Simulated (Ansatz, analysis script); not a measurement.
# Free-standing square Rh monolayer, spacing 3.288 Å: spin spirals and exchange

Aim: the energy of a free-standing square Rh monolayer, spacing 3.288 Å as its moments wind into spirals of wavevector q.

Method: PBE, PAW set soft_1, in Ansatz 0.2.0.

## 1. Set-up

The cell holds 1 atom: 1 Rh. Cell: a = 3.288 Å, b = 3.288 Å, c = 14.000 Å, α = 90.0°, β = 90.0°, γ = 90.0°. An idealised lattice of chosen spacing, in vacuum. Vacuum lies along c.

## 2. The collinear state

A collinear run comes first: it shows whether moments survive, and how large they are.

Input file input.yaml:

```yaml
crystal:
  lattice:
    - [3.288, 0.0, 0.0]
    - [0.0, 3.288, 0.0]
    - [0.0, 0.0, 14.0]
  atoms:
    - { symbol: Rh, position: [0.0, 0.0, 0.5], spin: 1.0 }
magnetization:
  spin_polarized: true
kpoints:
  mp_grid: { grid: [6, 6, 1] }
hamiltonian:
  xc: pbe
  pseudopotentials: { kind: paw, azcp: { folder: soft_1 } }
scf:
  occupations: { method: fermi_dirac, width: 0.1 }
  max_iter: 120
  convergence: { dr2_threshold: 1.0e-08 }
  lower_state_search: "off"
output:
  write_density: true
  write_potential: true
  elf: true
  volumetric_format: npy
```

On the command line:

```console
$ ansatz run input.yaml --threads 4 --pin off --max-ram 8192MiB --backend cpu --events-out ev --progress --plain --runs-dir out
```

Numbers of over 12 decimals in the logs are rounded to 6 here.

Output:

```text
Engine: ansatz 0.2.0, x86_64-unknown-linux-gnu
Pseudopotentials: kind: paw
Pseudopotential: Rh, paw, valence charge 17, recommended cutoff 420 eV (normal), soft_1/Rh.paw.azcp
Functional definition: PBE
  parameter kappa = 0.804
  parameter beta = 0.066725
  exchange = pbe_x(kappa = kappa, mu = beta*pi^2/3)
  correlation = pbe_c(beta = beta)
Crystal: 1 atoms, lattice volume = 151.353 Å³
Basis set: ecut = 420 eV, 2991 PW (Γ)
Bands: 13, of which v1, the nominal top of the filled ones, is band 9 counted from 1 (8 counted from 0)
Symmetry: 16 space group operations
Space group: P4/mmm (ITA 123), of the structure as read, at distance tolerance 5.3e-5 Å
Magnetic group: BNS 123.339 (UNI 999), of the structure as read, at distance tolerance 5.3e-5 Å
k-points: 10 of 36
Non-local potential: Rh, projectors of the file, l = 0: 3, l = 1: 2, l = 2: 2, l = 3: 1
PAW form: soft (Blöchl's): semilocal exchange-correlation on the pseudo side does not see the compensation charge
PAW one-centre angular grid: Rh, 590 points (default); XC on 64 Gauss nodes
Initial density: superposition of atomic densities (neutral atoms: chi_scale 0, normalization atom)
Starting moments: Σ|m| = 1 μB on 1 of 1 site
Initial wavefunctions: pseudopotential atomic-orbital guess
Functional: x = pbe(κ = 0.804, μ = 0.219515), c = pbe(β = 0.066725)
iter 1 solved again at ethr=2.78e-4 eV; its pass at ethr=3.10e-3 eV (dr2=4.72e-2 eV) is discarded
SCF iter   1: F=—  HF=-6398.978847 eV  |F-HF|=—  |Δ(HF+E_count)|=         —  Δρ=8.19e-3 (↑8.19e-3 ↓7.48e-3)  dr2=4.79e-2  dr2_m=7.07e-2  M=1.424 μB ∫|m|=1.431 μB  β_m=1.00  ethr=2.78e-4  ⟨swp⟩=1.1  Hψ=1754  notcnv=0
preconditioner: auto → LDOS  [metal: Δε(μ)=0.006 eV  Ē_g=5.186 eV  σ=0.100 eV  W_gap=0.02  n_scr=8 (ndim 8)  ℏωp=9.1 eV  f_vac=0.693  D(μ)=5.26/eV (n_scr^D=38)]
spin=Collinear: LDOS preconditioning applied to the charge; magnetization (m = ρ↑ − ρ↓) channel mixes plain (no charge-response kernel on spin).
SCF iter   2: F=—  HF=-6399.040120 eV  |F-HF|=—  |Δ(HF+E_count)|=   6.13e-2  Δρ=4.85e-3 (↑2.69e-3 ↓4.85e-3)  dr2=4.54e-2  dr2_m=1.48e-2  M=1.608 μB ∫|m|=1.621 μB  β_m=1.00  ethr=2.78e-4  ⟨swp⟩=2.6  Hψ=484  notcnv=0
SCF iter   3: F=—  HF=-6399.048411 eV  |F-HF|=—  |Δ(HF+E_count)|=   8.29e-3  Δρ=3.57e-3 (↑1.54e-3 ↓3.57e-3)  dr2=4.47e-2  dr2_m=2.37e-3  M=1.670 μB ∫|m|=1.683 μB  β_m=1.00  ethr=2.67e-4  ⟨swp⟩=1.0  Hψ=260  notcnv=0
SCF iter   4: F=—  HF=-6399.065481 eV  |F-HF|=—  |Δ(HF+E_count)|=   1.71e-2  Δρ=7.47e-3 (↑2.70e-3 ↓7.47e-3)  dr2=7.61e-2  dr2_m=1.03e-2  M=1.603 μB ∫|m|=1.620 μB  β_m=0.30  ethr=2.63e-4  ⟨swp⟩=2.6  Hψ=518  notcnv=0
SCF iter   5: F=—  HF=-6399.055311 eV  |F-HF|=—  |Δ(HF+E_count)|=   1.02e-2  Δρ=1.93e-3 (↑1.01e-3 ↓1.93e-3)  dr2=5.92e-3  dr2_m=7.13e-4  M=1.647 μB ∫|m|=1.663 μB  β_m=1.00  ethr=2.63e-4  ⟨swp⟩=1.7  Hψ=474  notcnv=0
SCF iter   6: F=—  HF=-6399.058676 eV  |F-HF|=—  |Δ(HF+E_count)|=   3.36e-3  Δρ=1.48e-3 (↑5.00e-4 ↓1.48e-3)  dr2=1.57e-3  dr2_m=9.25e-4  M=1.668 μB ∫|m|=1.685 μB  β_m=1.00  ethr=3.49e-5  ⟨swp⟩=2.5  Hψ=429  notcnv=0
SCF iter   7: F=—  HF=-6399.060856 eV  |F-HF|=—  |Δ(HF+E_count)|=   2.18e-3  Δρ=1.17e-3 (↑3.81e-4 ↓1.17e-3)  dr2=1.51e-3  dr2_m=3.14e-4  M=1.677 μB ∫|m|=1.694 μB  β_m=1.00  ethr=9.26e-6  ⟨swp⟩=2.1  Hψ=405  notcnv=0
SCF iter   8: F=—  HF=-6399.062062 eV  |F-HF|=—  |Δ(HF+E_count)|=   1.21e-3  Δρ=1.25e-3 (↑5.15e-4 ↓1.25e-3)  dr2=1.69e-3  dr2_m=2.38e-4  M=1.680 μB ∫|m|=1.698 μB  β_m=0.30  ethr=8.86e-6  ⟨swp⟩=1.0  Hψ=268  notcnv=0
Mixer restart at iter 8: flushing history
spin-set hold released at iteration 8 (site moments contracting): the magnetisation degrees of freedom join the quasi-Newton model from the next iteration; the mixer history was flushed
SCF iter   9: F=—  HF=-6399.062669 eV  |F-HF|=—  |Δ(HF+E_count)|=   6.07e-4  Δρ=9.85e-4 (↑3.19e-4 ↓9.85e-4)  dr2=7.19e-4  dr2_m=2.22e-4  M=1.680 μB ∫|m|=1.697 μB  β_m=0.61  ethr=8.86e-6  ⟨swp⟩=1.0  Hψ=260  notcnv=0
SCF iter  10: F=—  HF=-6399.063803 eV  |F-HF|=—  |Δ(HF+E_count)|=   1.13e-3  Δρ=8.38e-4 (↑1.41e-4 ↓8.38e-4)  dr2=3.26e-4  dr2_m=2.50e-4  M=1.682 μB ∫|m|=1.700 μB  β_m=0.78  ethr=4.23e-6  ⟨swp⟩=2.0  Hψ=380  notcnv=0
SCF iter  11: F=—  HF=-6399.064534 eV  |F-HF|=—  |Δ(HF+E_count)|=   7.31e-4  Δρ=6.79e-4 (↑1.04e-4 ↓6.79e-4)  dr2=1.53e-4  dr2_m=2.05e-4  M=1.686 μB ∫|m|=1.705 μB  β_m=0.77  ethr=1.92e-6  ⟨swp⟩=2.0  Hψ=423  notcnv=0
SCF iter  12: F=—  HF=-6399.065292 eV  |F-HF|=—  |Δ(HF+E_count)|=   7.58e-4  Δρ=6.45e-4 (↑6.25e-5 ↓6.45e-4)  dr2=2.12e-4  dr2_m=1.66e-4  M=1.689 μB ∫|m|=1.707 μB  β_m=0.19  ethr=9.03e-7  ⟨swp⟩=2.0  Hψ=470  notcnv=0
SCF iter  13: F=—  HF=-6399.065646 eV  |F-HF|=—  |Δ(HF+E_count)|=   3.54e-4  Δρ=4.61e-4 (↑8.13e-5 ↓4.61e-4)  dr2=7.39e-5  dr2_m=8.93e-5  M=1.690 μB ∫|m|=1.709 μB  β_m=0.53  ethr=9.03e-7  ⟨swp⟩=2.0  Hψ=444  notcnv=0
SCF iter  14: F=—  HF=-6399.066319 eV  |F-HF|=—  |Δ(HF+E_count)|=   6.73e-4  Δρ=6.01e-5 (↑3.91e-5 ↓6.01e-5)  dr2=6.63e-6  dr2_m=2.63e-6  M=1.700 μB ∫|m|=1.717 μB  β_m=0.80  ethr=4.35e-7  ⟨swp⟩=3.4  Hψ=594  notcnv=0
SCF iter  15: F=—  HF=-6399.066329 eV  |F-HF|=—  |Δ(HF+E_count)|=   9.78e-6  Δρ=2.11e-5 (↑1.29e-5 ↓2.11e-5)  dr2=1.23e-6  dr2_m=2.55e-7  M=1.701 μB ∫|m|=1.718 μB  β_m=0.90  ethr=3.90e-8  ⟨swp⟩=2.4  Hψ=518  notcnv=0
SCF iter  16: F=—  HF=-6399.066329 eV  |F-HF|=—  |Δ(HF+E_count)|=   5.69e-7  Δρ=2.01e-5 (↑3.82e-6 ↓2.01e-5)  dr2=1.25e-7  dr2_m=1.58e-7  M=1.702 μB ∫|m|=1.719 μB  β_m=0.95  ethr=7.23e-9  ⟨swp⟩=2.6  Hψ=495  notcnv=0
SCF iter  17: F=—  HF=-6399.066330 eV  |F-HF|=—  |Δ(HF+E_count)|=   8.77e-7  Δρ=7.11e-6 (↑6.12e-7 ↓7.11e-6)  dr2=1.88e-8  dr2_m=1.75e-8  M=1.701 μB ∫|m|=1.719 μB  β_m=0.96  ethr=7.38e-10  ⟨swp⟩=3.1  Hψ=594  notcnv=0
SCF iter  18: F=-6399.066330 eV  HF=-6399.066330 eV  |F-HF|=3.14e-10  |Δ(HF+E_count)|=   1.10e-7  Δρ=7.77e-7 (↑1.63e-7 ↓7.77e-7)  dr2=1.87e-10  dr2_m=2.77e-10  M=1.701 μB ∫|m|=1.719 μB  ethr=5.88e-11  ⟨swp⟩=4.5  Hψ=993  notcnv=0
SCF 1 converged in 18 iterations: F = -6399.066330 eV  dr2 = 1.87e-10
  greatest PAW one-centre occupation: 1.000 electrons in one spin orbital (limit 2), on the Rh atom at site 0 (counted from 0), in its partial waves of l = 0
WARN: The output density's exchange-correlation potential varies sharply where the density is thin. Do not read a vacuum level from v_tot or v_xc, or from such a field of the output density. On a cell that repeats whose density bears no net charge and no dipole along the vacuum's axis use v_es (v_loc + v_h of the components); under efield.dipole_correction with no amplitude use v_es + v_field, which holds any externa [...]
SCF converged after 18 iterations
Magnetization: 1.7015 μB (9.3507 up, 7.6493 down)
Absolute magnetization: 1.7187 μB (∫|ρ↑−ρ↓|, with the PAW one-centre terms)
Spin contamination: 0.0186 ħ² per cell (⟨S²⟩ above its minimum at these occupations)
Per-site moments (μB) at R_I (Å): [(1.618898, 1.3563)]
Free energy (F): -6399.066330 eV
Harris-Foulkes:  -6399.066330 eV  (|F-HF|=3.14e-10)
Internal energy: -6398.925571 eV  (E = F + TS)
E sigma→0 (E₀):  -6398.995951 eV
Entropy (-TS):   -0.140759 eV (-140.759 meV/atom)
Fermi energy:    -2.296044 eV
--- Per-component energies (eV) ---
  E_band       = -474.775729
  E_kinetic    = 530.108652
  E_local      = -6799.333651  (includes V_loc(G=0)·N_el)
  E_nonlocal   = 305.328635
  E_hartree    = 3011.583070
  E_xc         = -195.057044
  E_vxc        = -243.842909  (∫ρ·V_xc dr)
  E_paw        = -3605.058234  (= ΣΔE_a)
  E_vpaw       = -290.203001  (= ΣTr[D̂ρ^β])
  E_aug_tail   = 0.000092  (compensation charges beyond the density's cutoff)
  E_ewald      = 353.502909
  E_smearing   = -0.140759  (= −TS)
  E_closure    = 0.000000  (closes the sum)
  Σ components = -6399.066330   (vs F -6399.066330, Δ=0.00e0)
--- Band table (eV; the first three rows and the last of 20) ---
  k-point 0 ↑: bands = [... 5 lower, -4.4973, -3.8226, -3.1672, -3.1672, -2.9932, -0.1432, 2.1614, 3.3891]
  k-point 1 ↑: bands = [... 5 lower, -4.2531, -3.6432, -3.4231, -3.1496, -3.1269, 0.3798, 2.5376, 3.7979]
  k-point 2 ↑: bands = [... 5 lower, -3.8288, -3.7848, -3.3787, -3.1140, -2.4437, 1.6545, 3.1512, 3.6729]
  k-point 9 ↓: bands = [... 5 lower, -2.9620, -2.9620, -1.9413, -1.4099, 2.8870, 2.8870, 4.3492, 6.5946]
```

It took 0.83 s on 4 threads of Intel Xeon 6975P-C (Granite Rapids), shared host; peak memory 0.38 GiB; 2.5 s of CPU time.

Spin moment in the atom's sphere by atom:

```
atom  spin moment in the atom's sphere (μB)
 Rh1                                   1.62
```

The run ends ferromagnetic, with a net moment of 1.70 μB a cell. With one Rh atom carrying the moment, parallel order of its images is forced by the cell, not found.

Spin density in the ca plane at fractional y = 0.000, with atoms of Rh within 0.2 Å of it.

Ten even steps from '0' (0.00 × 1e-1 e/Å³) to '9' (8.93 × 1e-1 e/Å³), each cell a mean:
```
0000000000000000025686410000000000000000
0000000000000000001242100000000000000000
0000000000000000000000000000000000000000
0000000000000000000000000000000000000000
0000000000000000000000000000000000000000
0000000000000000000000000000000000000000
0000000000000000000121000000000000000000
0000000000000000012463200000000000000000
0000000000000000038999610000000000000000
```
Columns run along c (14.0 Å), rows up along a (3.3 Å). Atoms in or near the plane, at fractional coordinates: Rh at (0.50, 0.00).

Valence density in the ca plane at fractional y = 0.000, with atoms of Rh within 0.2 Å of it. It is the smooth field of the valence electrons, not physical close to the nuclei.

Values in units of 1e0 e/Å³, 5 rows by 16 columns, each cell a mean:
```
0.0 0.0 0.0 0.0 0.0 0.0 0.1 3.9 5.6 0.3 0.0 0.0 0.0 0.0 0.0 0.0
0.0 0.0 0.0 0.0 0.0 0.0 0.0 0.4 0.5 0.1 0.0 0.0 0.0 0.0 0.0 0.0
0.0 0.0 0.0 0.0 0.0 0.0 0.0 0.1 0.1 0.0 0.0 0.0 0.0 0.0 0.0 0.0
0.0 0.0 0.0 0.0 0.0 0.0 0.1 0.9 1.3 0.1 0.0 0.0 0.0 0.0 0.0 0.0
0.0 0.0 0.0 0.0 0.0 0.0 0.1 5.3 7.7 0.4 0.0 0.0 0.0 0.0 0.0 0.0
```
Columns run along c (14.0 Å), rows up along a (3.3 Å). Atoms in or near the plane, at fractional coordinates: Rh at (0.50, 0.00).

ELF in the ca plane at fractional y = 0.000, with atoms of Rh within 0.2 Å of it. It is the smooth field of the valence electrons, not physical close to the nuclei.

Ten even steps from '0' (0.00) to '9' (0.75), each cell a mean:
```
0000000000000001137998521000000000000000
0000000000000001135777421000000000000000
0000000000000001123333321000000000000000
0000000000000001122222211000000000000000
0000000000000001122222211000000000000000
0000000000000001122222221000000000000000
0000000000000001134555321000000000000000
0000000000000001136888521000000000000000
0000000000000000137998521000000000000000
```
Columns run along c (14.0 Å), rows up along a (3.3 Å). Atoms in or near the plane, at fractional coordinates: Rh at (0.50, 0.00).

## 3. Denser mesh

Levels at the Fermi energy are partly filled, so moments and energy differences can hang on the k-mesh, and the state is solved again on a denser one.

input.yaml, the sections that differ from step 2:

```yaml
crystal:
  lattice:
    - [3.288, 0.0, 0.0]
    - [0.0, 3.288, 0.0]
    - [0.0, 0.0, 14.0]
  atoms:
    - { symbol: Rh, position: [0.0, 0.0, 0.5], spin: 1.62 }
kpoints:
  mp_grid: { grid: [16, 16, 1] }
basis:
  ecutwfc: 420.0
checkpoint:
  read: start
  write: ck
  compress: false
  write_wavefunctions: false
  write_every: 100000
# magnetization, hamiltonian, scf: as in step 2
# output: removed
```

Output:

```text
[...]
Magnetization: 1.7523 μB (9.3761 up, 7.6239 down)
Absolute magnetization: 1.7754 μB (∫|ρ↑−ρ↓|, with the PAW one-centre terms)
[...]
Per-site moments (μB) at R_I (Å): [(1.663625, 1.3563)]
Free energy (F): -6399.093061 eV
[...]
Internal energy: -6398.962577 eV  (E = F + TS)
E sigma→0 (E₀):  -6399.027819 eV
Entropy (-TS):   -0.130484 eV (-130.484 meV/atom)
Fermi energy:    -2.333958 eV
[...]
[key lines of the parts left out:]
SCF converged after 10 iterations
```

Wall time 1.3 s (4 threads); peak memory 0.48 GiB; 4.7 s of CPU time.

Spin moment in the atom's sphere by atom:

| atom | spin moment in the atom's sphere (μB) |
| --- | --- |
| Rh1 | 1.66 |

The run ends ferromagnetic, with a net moment of 1.75 μB a cell, against 1.70 μB on the first mesh.

Each spiral starts from these moments, tilted 90° from the rotation axis z (a flat spiral); sizes are free, while the program holds flat spirals in their plane. Spin–orbit coupling is switched off, so the energy does not depend on how the axis lies in the crystal. The folder named start holds the saved collinear state, from which each run begins.

## 4. q = (0, 0, 0)

The reference is the same input at q = 0, so that basis and exchange-correlation form match those at other q. Every q is chosen so that q/2 is a mesh vector: every spiral then samples the k-points of q = 0, and much mesh noise cancels.

input.yaml, the sections that differ from step 3:

```yaml
crystal:
  lattice:
    - [3.288, 0.0, 0.0]
    - [0.0, 3.288, 0.0]
    - [0.0, 0.0, 14.0]
  atoms:
    - { symbol: Rh, position: [0.0, 0.0, 0.5], spin: 1.66, spin_axis: [1.0, 0.0, 0.0] }
magnetization:
  noncollinear: true
  spin_spiral: { q: [0.0, 0.0, 0.0] }
checkpoint:
  read: start
# kpoints, hamiltonian, scf, basis: as in step 3
```

On the command line:

```console
$ ansatz run input.yaml --threads 1 --pin off --max-ram 2048MiB --backend cpu --events-out ev --progress --plain --runs-dir out
```

Output:

```text
Warning: checkpoint.read: spin treatment differs: saved collinear, current noncollinear; the saved charge density seeds this run and the saved magnetisation is carried along the axis that this deck's starting moments share; the saved density holds an absolute magnetisation of 1.8e0 μB; saved orbitals and DFT+U occupations are not carried; the saved PAW projector densities are carried along that axis
Warning: checkpoint.read: magnetization.spin_spiral differs: saved none, current q = [0, 0, 0]; the saved state is no spin spiral's: the SCF starts from none of its orbitals and from its density, each atom's moment turned about z as a whole to its place on this deck's spiral. A spiral's own state at q: [0, 0, 0] serves better
[...]
Crystal: 1 atoms, lattice volume = 151.353 Å³
Basis set: ecut = 420 eV, 2991 PW (Γ)
Bands: 26, of which v1, the nominal top of the filled ones, is band 17 counted from 1 (16 counted from 0)
Symmetry: 16 space group operations
k-points: 45 of 256
Spin spiral: q = (0, 0, 0) of the reciprocal vectors; moments are told in the frame that turns with it, a site's in that at the site
[...]
SCF iter   1: F=—  HF=-6399.093005 eV  |F-HF|=—  |Δ(HF+E_count)|=         —  Δρ=7.80e-7  dr2=7.20e-10  dr2_m=1.85e-10  ethr=1.86e-7  |M|=1.75e0 ∫|m|=1.78e0 μB  |m|>n=2.3e-2 m-floor=2.3e-2 τ_xc=4.3e-14 mc-row=2.3e-2  β_m=0.30  ⟨swp⟩=3.2  Hψ=7847  notcnv=0
eigensolver tolerance schedule: the retry pair's looser diagonalisation over-reported the residual by 44002.38 of it (diagonalisation noise at an unbounded share of the residual, at the tolerance the schedule requests for it); recorded, not acted on — ethr = c·dr2/N_el stays at c = 1.0e-1
[...]
SCF iter   2: F=—  HF=-6399.093061 eV  |F-HF|=—  |Δ(HF+E_count)|=   5.61e-5  Δρ=5.91e-7  dr2=5.17e-10  dr2_m=4.68e-11  ethr=4.24e-12  |M|=1.75e0 ∫|m|=1.78e0 μB  |m|>n=2.3e-2 m-floor=2.3e-2 τ_xc=2.2e-9 mc-row=2.3e-2  β_m=0.27  ⟨swp⟩=4.0  Hψ=3279  notcnv=0
SCF iter   3: F=-6399.093061 eV  HF=-6399.093061 eV  |F-HF|=3.09e-11  |Δ(HF+E_count)|=  5.18e-11  Δρ=2.89e-7  dr2=4.18e-11  dr2_m=2.90e-11  ethr=3.04e-12  |M|=1.75e0 ∫|m|=1.78e0 μB  |m|>n=2.3e-2 m-floor=2.3e-2 τ_xc=5.9e-10 mc-row=2.3e-2  ⟨swp⟩=1.0  Hψ=3059  notcnv=0
SCF 1 converged in 3 iterations: F = -6399.093061 eV  dr2 = 4.18e-11
[...]
SCF converged after 3 iterations
Magnetization: |M| = 1.7523 μB,  M = (+1.7523, +0.0000, +0.0000) μB
Absolute magnetization: 1.7754 μB (∫|m|, with the PAW one-centre terms)
  site 0: m = (+1.6636, +0.0000, +0.0000) μB, |m| = 1.6636 μB  (R = 1.36 Å)
Free energy (F): -6399.093061 eV
[...]
Internal energy: -6398.962578 eV  (E = F + TS)
E sigma→0 (E₀):  -6399.027819 eV
Entropy (-TS):   -0.130483 eV (-130.483 meV/atom)
Fermi energy:    -2.333952 eV
[...]
```

It took 8.1 s on 1 thread; peak memory 0.62 GiB.

The largest moment is 1.66 μB, against 1.66 μB in the collinear run.

## 5. q = (0, 0.25, 0)

Only q changes. The cell stays that of the crystal, since the generalised Bloch theorem carries the rotation from cell to cell.

input.yaml: that of step 4 with these lines changed.

```diff
@@ -21,3 +21,3 @@
   noncollinear: true
-  spin_spiral: { q: [0.0, 0.0, 0.0] }
+  spin_spiral: { q: [0.0, 0.25, 0.0] }
 checkpoint:
```

Output:

```text
[...]
Crystal: 1 atoms, lattice volume = 151.353 Å³
Basis set: ecut = 420 eV, 2991 PW (Γ)
Bands: 26, of which v1, the nominal top of the filled ones, is band 17 counted from 1 (16 counted from 0)
Symmetry: 4 space group operations
k-points: 81 of 256
[...]
SCF iter  11: F=-6399.067919 eV  HF=-6399.067919 eV  |F-HF|=4.82e-11  |Δ(HF+E_count)|=   2.64e-9  Δρ=6.12e-7  dr2=2.83e-10  dr2_m=1.38e-10  ethr=4.56e-11  |M|=1.64e0 ∫|m|=1.73e0 μB  |m|>n=2.6e-2 m-floor=2.6e-2 τ_xc=6.7e-3 mc-row=2.6e-2  ⟨swp⟩=1.0  Hψ=5743  notcnv=0
SCF 1 converged in 11 iterations: F = -6399.067919 eV  dr2 = 2.83e-10
[...]
SCF converged after 11 iterations
Magnetization: |M| = 1.6395 μB,  M = (+1.6395, +0.0000, +0.0000) μB
Absolute magnetization: 1.7260 μB (∫|m|, with the PAW one-centre terms)
  site 0: m = (+1.5910, +0.0000, +0.0000) μB, |m| = 1.5910 μB  (R = 1.36 Å)
Free energy (F): -6399.067919 eV
[...]
Internal energy: -6398.943543 eV  (E = F + TS)
E sigma→0 (E₀):  -6399.005731 eV
Entropy (-TS):   -0.124376 eV (-124.376 meV/atom)
Fermi energy:    -2.300447 eV
[...]
```

Wall time 29 s (1 thread); peak memory 0.86 GiB.

The energy of the cell lies 25.1 meV above that at q = 0, and the largest moment is 1.59 μB against 1.66 μB.

[end of part 1 of 2]

[Logs and program files are shortened in this print: banners, set-up blocks, solver, clock and traceback lines can be left out without a mark of their own.]

[Logs are printed without paths, hosts, clocks, repeated set-up lines and the standing remarks that a program may print on its own settings, such as how far it seeks lower states.]

[Hosts, paths, dates, database ids (printed as entryN), source tags and the programs' standing remarks are cut or masked in the printed files.]
